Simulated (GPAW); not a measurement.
## Dielectric function and optical constants of KMgF3

Aim: the dielectric function of KMgF3, and the optical constants that follow from it.

Main program and level: GPAW 26.7.0; DFT, revPBE, plane-wave PAW (GPAW data sets), scalar-relativistic, RPA, optical limit.

## (1) Starting point

Symmetry: Pm-3m, No. 221, cubic system. The conventional cell has a = 3.986 Å, b = 3.986 Å, c = 3.986 Å, α = 90.00°, β = 90.00°, γ = 90.00°. K has 12 F at 2.82 Å nearest. Nearest to Mg lie 6 F at 1.99 Å. Nearest to F lie 2 Mg at 1.99 Å and 4 K at 2.82 Å. Farther neighbours and most contacts between anions are not listed.

## (2) Ground state

The self-consistent density comes first; it also tells whether there is a gap, which decides the occupations and the need for a Drude term.

This step: DFT, revPBE, plane-wave PAW (GPAW data sets), scalar-relativistic, ground state (GPAW 26.7.0).

Contents of gs.py:

```python
from ase import Atoms
from ase.dft.bandgap import bandgap
from gpaw import GPAW, PW, FermiDirac

atoms = Atoms(['K', 'Mg', 'F', 'F', 'F'],
              cell=[[3.98590000, 0.00000000, 0.00000000],
                    [0.00000000, 3.98590000, 0.00000000],
                    [0.00000000, 0.00000000, 3.98590000]],
              scaled_positions=[[0.50000000, 0.50000000, 0.50000000],
                                [0.00000000, 0.00000000, 0.00000000],
                                [0.00000000, 0.00000000, 0.50000000],
                                [0.00000000, 0.50000000, 0.00000000],
                                [0.50000000, 0.00000000, 0.00000000]],
              pbc=[True, True, True])
atoms.calc = GPAW(mode=PW(500), xc='revPBE', kpts={'size': (6, 6, 6), 'gamma': True},
                  occupations=FermiDirac(0.05), maxiter=150, txt='gs.txt')
print('energy (eV)', atoms.get_potential_energy())
print('Fermi level (eV)', atoms.calc.get_fermi_level())
print('valence electrons', atoms.calc.get_number_of_electrons())
print('gap (eV)', bandgap(atoms.calc, output=None)[0])
print('direct gap (eV)', bandgap(atoms.calc, direct=True, output=None)[0])
atoms.calc.write('gs.gpw')
```

Launch:

```sh
OMP_NUM_THREADS=1 python gs.py
```

Numbers of over 12 decimals in the logs are rounded to 6 here.

Output:

```text
__  _  _
 | _ |_)|_||  |
 |__||  | ||/\| - 26.7.0

Versions:
  Python: 3.12.14
  ASE:    3.29.0
  Numpy:  2.5.5
  Scipy:  1.18.1
  Libxc:  7.0.0

Input parameters:
  mode=PW(ecut=500.0),
  kpts=MonkhorstPack(size=(6, 6, 6), gamma=True),
  maxiter=150,
  occupations=Occupations(name='fermi-dirac', width=0.05, fixmagmom=False),
  xc=XC(name='revPBE')

Diagonalizing LCAO Hamiltonian
Converting LCAO to pw mode
   .---------.
  /|         |
 * |         |
 | |         |
 | |   K     |
 F .---------.
 |F         /
 Mg---F----*

Atoms  # Å, Bohr magnetons
|   | symbol |        x |        y |        z |    initial magnetic moments |
| 0 |      K | 1.992950 | 1.992950 | 1.992950 | ( 0.0000,  0.0000,  0.0000) |
| 1 |     Mg | 0.000000 | 0.000000 | 0.000000 | ( 0.0000,  0.0000,  0.0000) |
| 2 |      F | 0.000000 | 0.000000 | 1.992950 | ( 0.0000,  0.0000,  0.0000) |
| 3 |      F | 0.000000 | 1.992950 | 0.000000 | ( 0.0000,  0.0000,  0.0000) |
| 4 |      F | 1.992950 | 0.000000 | 0.000000 | ( 0.0000,  0.0000,  0.0000) |

Unit cell  # Å
| periodic |        x |        y |        z |  lengths |    angles |
|      yes | 3.985900 | 0.000000 | 0.000000 | 3.985900 | 90.000000 |
|      yes | 0.000000 | 3.985900 | 0.000000 | 3.985900 | 90.000000 |
|      yes | 0.000000 | 0.000000 | 3.985900 | 3.985900 | 90.000000 |

Number of symmetries: 48
Symmetry operations  # r_c * U_cc + t_c -> r_c
|    | kind |            matrix            |
|  0 |  E   |  1, 0, 0,  0, 1, 0,  0, 0, 1 |
|  1 |  σ   |  1, 0, 0,  0, 1, 0,  0, 0,-1 |
|  2 |  σ   |  1, 0, 0,  0, 0, 1,  0, 1, 0 |
|  3 |  C4  |  1, 0, 0,  0, 0, 1,  0,-1, 0 |
|  4 |  C4  |  1, 0, 0,  0, 0,-1,  0, 1, 0 |
|  5 |  σ   |  1, 0, 0,  0, 0,-1,  0,-1, 0 |
|  6 |  σ   |  1, 0, 0,  0,-1, 0,  0, 0, 1 |
|  7 |  C2  |  1, 0, 0,  0,-1, 0,  0, 0,-1 |
|  8 |  σ   |  0, 1, 0,  1, 0, 0,  0, 0, 1 |
|  9 |  C2  |  0, 1, 0,  1, 0, 0,  0, 0,-1 |
| 10 |  C3  |  0, 1, 0,  0, 0, 1,  1, 0, 0 |
| 11 |  S6  |  0, 1, 0,  0, 0, 1, -1, 0, 0 |
| 12 |  S6  |  0, 1, 0,  0, 0,-1,  1, 0, 0 |
| 13 |  C3  |  0, 1, 0,  0, 0,-1, -1, 0, 0 |
| 14 |  C4  |  0, 1, 0, -1, 0, 0,  0, 0, 1 |
| 15 |  S4  |  0, 1, 0, -1, 0, 0,  0, 0,-1 |
| 16 |  C3  |  0, 0, 1,  1, 0, 0,  0, 1, 0 |
| 17 |  S6  |  0, 0, 1,  1, 0, 0,  0,-1, 0 |
| 18 |  σ   |  0, 0, 1,  0, 1, 0,  1, 0, 0 |
| 19 |  C4  |  0, 0, 1,  0, 1, 0, -1, 0, 0 |
| 20 |  C2  |  0, 0, 1,  0,-1, 0,  1, 0, 0 |
| 21 |  S4  |  0, 0, 1,  0,-1, 0, -1, 0, 0 |
| 22 |  S6  |  0, 0, 1, -1, 0, 0,  0, 1, 0 |
| 23 |  C3  |  0, 0, 1, -1, 0, 0,  0,-1, 0 |
| 24 |  S6  |  0, 0,-1,  1, 0, 0,  0, 1, 0 |
| 25 |  C3  |  0, 0,-1,  1, 0, 0,  0,-1, 0 |
| 26 |  C4  |  0, 0,-1,  0, 1, 0,  1, 0, 0 |
| 27 |  σ   |  0, 0,-1,  0, 1, 0, -1, 0, 0 |
| 28 |  S4  |  0, 0,-1,  0,-1, 0,  1, 0, 0 |
| 29 |  C2  |  0, 0,-1,  0,-1, 0, -1, 0, 0 |
| 30 |  C3  |  0, 0,-1, -1, 0, 0,  0, 1, 0 |
| 31 |  S6  |  0, 0,-1, -1, 0, 0,  0,-1, 0 |
| 32 |  C4  |  0,-1, 0,  1, 0, 0,  0, 0, 1 |
| 33 |  S4  |  0,-1, 0,  1, 0, 0,  0, 0,-1 |
| 34 |  S6  |  0,-1, 0,  0, 0, 1,  1, 0, 0 |
| 35 |  C3  |  0,-1, 0,  0, 0, 1, -1, 0, 0 |
| 36 |  C3  |  0,-1, 0,  0, 0,-1,  1, 0, 0 |
| 37 |  S6  |  0,-1, 0,  0, 0,-1, -1, 0, 0 |
| 38 |  σ   |  0,-1, 0, -1, 0, 0,  0, 0, 1 |
| 39 |  C2  |  0,-1, 0, -1, 0, 0,  0, 0,-1 |
| 40 |  σ   | -1, 0, 0,  0, 1, 0,  0, 0, 1 |
| 41 |  C2  | -1, 0, 0,  0, 1, 0,  0, 0,-1 |
| 42 |  C2  | -1, 0, 0,  0, 0, 1,  0, 1, 0 |
| 43 |  S4  | -1, 0, 0,  0, 0, 1,  0,-1, 0 |
| 44 |  S4  | -1, 0, 0,  0, 0,-1,  0, 1, 0 |
| 45 |  C2  | -1, 0, 0,  0, 0,-1,  0,-1, 0 |
| 46 |  C2  | -1, 0, 0,  0,-1, 0,  0, 0, 1 |
| 47 |  i   | -1, 0, 0,  0,-1, 0,  0, 0,-1 |

BZ-sampling:
  Number of BZ points: 216
  Number of IBZ points: 20

  Monkhorst-Pack size: [6, 6, 6]
  Monkhorst-Pack shift: [0.083333, 0.083333, 0.083333]

K-points  # in reciprocal-cell coordinates
|     |                                coordinates |     weight |
|   0 | (  0.00000000,   0.00000000,   0.00000000) | 0.00462963 |
|   1 | (  0.16666667,   0.00000000,   0.00000000) | 0.02777778 |
|   2 | (  0.16666667,   0.16666667,   0.00000000) | 0.05555556 |
|   3 | (  0.16666667,   0.16666667,   0.16666667) | 0.03703704 |
|   4 | (  0.33333333,   0.00000000,   0.00000000) | 0.02777778 |
|   5 | (  0.33333333,   0.16666667,   0.00000000) | 0.11111111 |
|   6 | (  0.33333333,   0.16666667,   0.16666667) | 0.11111111 |
|   7 | (  0.33333333,   0.33333333,   0.00000000) | 0.05555556 |
|   8 | (  0.33333333,   0.33333333,   0.16666667) | 0.11111111 |
|   9 | (  0.33333333,   0.33333333,   0.33333333) | 0.03703704 |
| ... |                                            |            |
|  19 | (  0.50000000,   0.50000000,   0.50000000) | 0.00462963 |

Plane wave coefficients: 1640
Cutoff: 500.0 eV

Spin-components: 1 (collinear spins)
Bands:           25
Projectors:      25
Spin-degeneracy: 2
Datatype:        complex128

Parallelization:
  kpt:    1
  domain: 1
  band:   1

Density:
  Valence electrons: 40.0
  Components: 1
  Grid points: [21 21 21]
  Charge: 0.0  # |e|

Potential:
  Grid points: [21 21 21]

species:
  K:
    name:    Potassium
    id:
    Z:       19.0
    valence: 9
    core:    10
    charge:  0.0  # [|e|]
    compensation charges:
      type: gauss
      rc: 0.35  # [Å]
      lmax: 2
    cutoffs:
      filter: 1.91  # [Å]
      core: 1.27  # [Å]
    projectors
    | kind |    occ | energy [eV] | rcut [Å] |
    |   3s |  2.000 |     -35.397 |    1.122 |
    |   4s |  1.000 |      -2.275 |    1.122 |
    |   3p |  6.000 |     -18.838 |    1.106 |
    |    p |        |       8.373 |    1.106 |
    |    d |        |       0.000 |    0.937 |

    Using partial waves for K as LCAO basis

  Mg:
    name:    Magnesium
    id:
    Z:       12.0
    valence: 10
    core:    2
    charge:  0.0  # [|e|]
    compensation charges:
      type: gauss
      rc: 0.33  # [Å]
      lmax: 2
    cutoffs:
      filter: 1.86  # [Å]
      core: 0.54  # [Å]
    projectors
    | kind |    occ | energy [eV] | rcut [Å] |
    |   2s |  2.000 |     -79.960 |    1.090 |
    |   3s |  2.000 |      -4.681 |    1.090 |
    |   2p |  6.000 |     -46.600 |    1.085 |
    |   3p |  0.000 |      -1.339 |    1.085 |
    |    d |        |       0.000 |    1.037 |

    Using partial waves for Mg as LCAO basis

  F:
    name:    Fluorine
    id:
    Z:       9.0
    valence: 7
    core:    2
    charge:  0.0  # [|e|]
    compensation charges:
      type: gauss
      rc: 0.20  # [Å]
      lmax: 2
    cutoffs:
      filter: 1.14  # [Å]
      core: 0.74  # [Å]
    projectors
    | kind |    occ | energy [eV] | rcut [Å] |
    |   2s |  2.000 |     -29.933 |    0.635 |
    |   2p |  5.000 |     -11.043 |    0.635 |
    |    s |        |      -2.721 |    0.635 |
    |    p |        |      16.168 |    0.635 |
    |    d |        |       0.000 |    0.635 |

    Using partial waves for F as LCAO basis

Reference energy: -29984.774065  # eV

eigensolver:
  PPCG
  Converge bands: occupied
  niter=2

density mixing:
  MSR1-Mixer
  Pratt-step length: 0.05
  Maximum mixing coefficient: 0.75
  Old densities: 10
  SVD Regularization: 0.005
  Good broyden scale: 1.0
  Trust region scale: 1.0
  Backstep threshold: 4.0
  History deletion threshold: 6.0
  Fourier metric: weight=20.0, sigma=0.015

occupation numbers:
  Fermi-Dirac:
    width: 0.0500  # eV

poisson solver:
  ecut: 4000.0  # eV

xc functional:
  name: revPBE with 2 nearest neighbor stencil

convergence criteria:
- Maximum [total energy] change in last 3 cyles: 0.0005 eV / valence electron
- Maximum integral of absolute [dens]ity change: 0.0001 electrons / valence electron
- Maximum integral of absolute [eigenst]ate change: 4e-08 eV^2 / valence electron
maximum number of iterations: 150

SCF iterations
|iter     |      energy | eigst |  dens |
|iter:   1||  -24.112937 | +0.09 |       |
|iter:   2||  -23.787784 | -1.52 | -1.18 |
|iter:   3||  -22.874121 | -0.61 | -1.22 |
|iter:   4||  -22.922470 | -2.40 | -1.64 |
|iter:   5||  -22.944085 | -2.53 | -1.93 |
|iter:   6||  -22.944574 | -4.39 | -2.92 |
|iter:   7||  -22.944641c| -5.35 | -3.39 |
|iter:   8||  -22.944647c| -5.87 | -3.96 |
|iter:   9||  -22.944647c| -7.64c| -4.92c|

Converged in 9 steps
SCF loop duration: 14.916 s (1.657 s/step)
Energy contributions relative to reference atoms: (reference = -29984.774065)

Energy contributions:
  Kinetic:          29.108885
  Coulomb:         -25.369982
  Zero:              0.010910
  External:          0.000000
  Xc:              -26.694460
  Entropy:          -0.000000
  Spinorbit:         0.000000
  ----------------------------
  Free energy:     -22.944647
  Extrapolated:    -22.944647

dipole moment: (-29.484944, -29.484944, -29.484944)  # |e|*Ang

Fermi level: 3.108
Eigenvalues  # (at kpt = [0.000, 0.000, 0.000])
| band index |      eig [eV] | occ [0-2] |
|          0 |       -70.344 |     2.000 |
|        ... |               |           |
|         12 |        -1.654 |     2.000 |
|         13 |        -1.654 |     2.000 |
|         14 |         0.108 |     2.000 |
|         15 |         0.108 |     2.000 |
|         16 |         0.108 |     2.000 |
|         17 |         0.401 |     2.000 |
|         18 |         0.401 |     2.000 |
|         19 |         0.401 |     2.000 |
|         20 |         8.274 |     0.000 |
|         21 |        10.945 |     0.000 |
|         22 |        15.094 |     0.000 |
|         23 |        17.872 |     0.000 |
|         24 |        17.872 |     0.000 |

Gap: 7.559 eV
Transition (v -> c):
  (s=0, k=19, n=19, [0.50, 0.50, 0.50]) -> (s=0, k=0, n=20, [0.00, 0.00, 0.00])
Direct/indirect transitions are different
Direct gap: 7.873 eV
Transition at: (s=0, k=0, n=19, [0.00, 0.00, 0.00])

--- standard output ---
energy (eV) -22.944647
Fermi level (eV) 3.107550
valence electrons 40.0
gap (eV) 7.559098
direct gap (eV) 7.872813
```

Run time: 17 s. Hardware: 1 thread of Arm Neoverse V1, shared host; peak memory 0.16 GiB.

This step gave:

| Item | Value |
| --- | --- |
| energy | -22.94 eV |
| Fermi energy | 3.108 eV |
| gap on the k-mesh | 7.559 eV |
| direct gap on the mesh | 7.873 eV |
| electrons | 40 |

There is a gap, 7.56 eV on this mesh (points off the mesh can give less), so no carriers' term is needed.

## (3) Bands for the response

The response needs many more empty bands than the density does.

This step: DFT, revPBE, plane-wave PAW (GPAW data sets), scalar-relativistic, bands at fixed density (GPAW 26.7.0).

Contents of nscf.py:

```python
from ase.dft.bandgap import bandgap
from gpaw import GPAW, FermiDirac

calc = GPAW('gs.gpw').fixed_density(kpts={'size': (8, 8, 8), 'gamma': True}, nbands=49, convergence={'bands': 43},
                                    occupations=FermiDirac(0.001), txt='nscf.txt')
print('gap (eV)', bandgap(calc, output=None)[0])
print('direct gap (eV)', bandgap(calc, direct=True, output=None)[0])
print('top band over the Fermi level (eV)', min(calc.get_eigenvalues(kpt=k)[42] for k in range(len(calc.get_ibz_k_points()))) - calc.get_fermi_level())
calc.write('full.gpw', mode='all')
```

Launch:

```sh
OMP_NUM_THREADS=1 python nscf.py
```

Output:

```text
Diagonalizing LCAO Hamiltonian
Converting LCAO to pw mode
convergence criteria:
- Maximum integral of absolute [eigenst]ate change: 4e-08 eV^2 / valence electron
maximum number of iterations: 150

SCF iterations
|iter     |      energy | eigst |  dens |
|iter:   1||             | +3.23 |       |
|iter:   2||             | +2.13 |       |
|iter:   3||             | +1.34 |       |
|iter:   4||             | +0.43 |       |
|iter:   5||             | -0.44 |       |
|iter:   6||             | -1.44 |       |
|iter:   7||             | -2.37 |       |
|iter:   8||             | -3.37 |       |
|iter:   9||             | -4.26 |       |
|iter:  10||             | -5.21 |       |
|iter:  11||             | -6.03 |       |
|iter:  12||             | -6.90 |       |
|iter:  13||             | -7.48c|       |
SCF steps: 13
  __  _  _
 | _ |_)|_||  |
 |__||  | ||/\| - 26.7.0

Versions:
  Python: 3.12.14
  ASE:    3.29.0
  Numpy:  2.5.5
  Scipy:  1.18.1
  Libxc:  7.0.0

Input parameters:
  mode=PW(ecut=500.0),
  convergence={'bands': 43},
  gpts=array([21, 21, 21]),
  kpts=MonkhorstPack(size=(8, 8, 8), gamma=True),
  maxiter=150,
  nbands=49,
  occupations=Occupations(name='fermi-dirac', width=0.001, fixmagmom=False),
  parallel={},
  xc=XC(name='revPBE')

--- standard output ---
gap (eV) 7.557706
direct gap (eV) 7.872813
top band over the Fermi level (eV) 26.179733
```

Wall time 67 s (1 thread); peak memory 0.21 GiB.

Read-outs, printed or worked out from the files:

- gap on the k-mesh: 7.558 eV

(Continued in part 2 of 2.)

[Machine, clock and banner lines and Python warnings are left out of the logs.]

[Logs are printed without paths, hosts, clocks, repeated set-up lines and the standing remarks that a program may print on its own settings, such as how far it seeks lower states.]

[Hosts, paths, dates, database ids (printed as entryN), source tags and the programs' standing remarks are cut or masked in the printed files.]
